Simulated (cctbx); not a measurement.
## Diagnosing a refinement

Cell a = 6.9900 Å, b = 6.9900 Å, c = 4.1650 Å, α = 90.00°, β = 90.00°, γ = 120.00°; space group P-62m (no. 189). The compound is Tm3Ti2SiAg3.

The data are simulated with cctbx, not measured: Cu Kα, λ = 1.54184 Å, to d = 0.8 Å, 50 % of the full sphere, strongest reflection 20000 counts, noise from counting, a 1.5 % proportional error and a noise floor of 15 counts (s.d.); no absorption.

An anisotropic refinement with weights 1/σ² prints:

```text
Rint 0.022, 156 unique reflections to 0.80 A
cycle     R1     wR2    GooF  max shift (A)
   1  0.0247  0.0543   3.182   0.00024
   2  0.0166  0.0337   1.974   0.00000
final R1 0.0166 wR2 0.0337 GooF 1.974  parameters 12  data/parameter 13.0
atom        x        y        z      Ueq    occ   su(xyz)  su(Uiso or U11)
Tm1    0.00000  0.57693  0.50000   0.0022  1.000  0.00012  0.0004
Sn1    0.00000  0.24427  0.00000   0.0063  1.000  0.00015  0.0005
Ti1    0.33333  0.66667  0.00000   0.0045  1.000  0.00000  0.0010
Si1    0.00000  0.00000  0.50000   0.0064  1.000  0.00000  0.0024
difference map: max 0.79 min -1.05 rms 0.25
Q1    0.0000  0.4848  0.5000    3    0.82  0.64 A from Tm1
Q2    0.3333  0.6667  0.5000    2    0.78  2.08 A from Ti1
Q3    0.0937  0.4234  0.0000    6    0.75  1.08 A from Sn1
Q4    0.0000  0.8082  0.5000    3    0.65  1.34 A from Si1
Q5    0.1624  0.3626  0.0000    6    0.60  1.02 A from Sn1
Q6    0.0613  0.6060  0.3957   12    0.58  0.57 A from Tm1
```

Q: Accept it or mend it, and why?

Mend it. The fault: wrong element: Sn1 is Ag. Against the right model at the same level, R1 goes from 0.0092 to 0.0166 and GooF from 1.02 to 1.97, U of Sn1 swells from 0.0036 to 0.0063 Å² and U of Tm1 shrinks from 0.0036 to 0.0022 Å². Sn1 has 3 electrons too many and its U swells to shed them, as expected.

The compound is Tm3Ti2SiAg3. The right model at the same level gives:

```text
Rint 0.022, 156 unique reflections to 0.80 A
cycle     R1     wR2    GooF  max shift (A)
   1  0.0093  0.0176   1.028   0.00013
   2  0.0092  0.0174   1.017   0.00000
final R1 0.0092 wR2 0.0174 GooF 1.017  parameters 12  data/parameter 13.0
atom        x        y        z      Ueq    occ   su(xyz)  su(Uiso or U11)
Tm1    0.00000  0.57695  0.50000   0.0036  1.000  0.00006  0.0002
Ag1    0.00000  0.24433  0.00000   0.0036  1.000  0.00008  0.0003
Ti1    0.33333  0.66667  0.00000   0.0049  1.000  0.00000  0.0005
Si1    0.00000  0.00000  0.50000   0.0062  1.000  0.00000  0.0011
Flack x: -0.05(3)
Hooft y: 0.005(25)  Bijvoet pairs: 58
difference map: max 0.44 min -0.52 rms 0.15
Q1    0.0000  0.6878  0.0000    3    0.45  1.99 A from Ag1
Q2    0.1344  0.7960  0.0000    6    0.41  1.24 A from Ag1
Q3    0.2302  0.4799  0.5000    6    0.41  1.58 A from Tm1
Q4    0.1071  0.7863  0.2253   12    0.37  1.61 A from Ag1
Q5    0.0683  0.2259  0.2160   12    0.33  1.06 A from Ag1
Q6    0.1436  0.5689  0.5000    6    0.32  1.03 A from Tm1
```

The model was made for the exercise: a known structure type with other elements put in, its volume estimated, not relaxed; displacement parameters are assumed.

[Middle refinement cycles are left out of these outputs.]

[Logs are printed without paths, hosts, clocks, repeated set-up lines and the standing remarks that a program may print on its own settings, such as how far it seeks lower states.]
